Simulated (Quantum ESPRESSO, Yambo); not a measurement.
An input for Yambo 5.3.0 (Diamond (Fd-3m, 2 atoms a cell)):

```
optics
bss
bse
em1s
dipoles
rim_cut
RandQpts= 1000000
RandGvec= 1 RL
Chimod= "HARTREE"
BSKmod= "SEX"
BSEmod= "resonant"
BSSmod= "d"
BSENGexx= 20 Ry
BSENGBlk= 4 Ry
% BSEQptR
 1 | 1 |
%
% BSEBands
 3 | 6 |
%
% BEnRange
 0 | 10 | eV
%
% BDmRange
 0.1 | 0.1 | eV
%
BEnSteps= 101
% BLongDir
 1 | 0 | 0 |
%
% BndsRnXs
 1 | 12 |
%
NGsBlkXs= 4 Ry
% LongDrXs
 1 | 1 | 1 |
%
% KfnQP_E
 1.743 | 1.0 | 1.0 |
%
WRbsWF
FFTGvecs= 33 Ry
```

```sh
OMP_NUM_THREADS=1 mpirun -n 4 yambo -F bse9.in -J bse9 -C bse9 > bse9.log
```

The stored states that it reads are on a 10×10×10 mesh. Symmetry: Fd-3m, No. 227, cubic system. The conventional cell has a = 3.567 Å, b = 3.567 Å, c = 3.567 Å, α = 90.00°, β = 90.00°, γ = 90.00°. Nearest to C lie 4 C at 1.54 Å.

Q: How long will it take on 4 MPI ranks of Arm Neoverse V1, shared host, and how much memory?

It took 3.3 min; on shared hardware allow 100 s to 6.7 min. Peak host memory was 2.2 GiB.

The kernel grows as the square of the matrix size, and full diagonalisation as its cube.

[Paths, hosts, dates, memory and timing lines, banners, echoed tables and standing remarks are left out of the program output.]

[Logs are printed without paths, hosts, clocks, repeated set-up lines and the standing remarks that a program may print on its own settings, such as how far it seeks lower states.]

[Runs of the session that timed out or met a known fault of the program may be left out.]

[Hosts, paths, dates, database ids (printed as entryN), source tags and the programs' standing remarks are cut or masked in the printed files.]
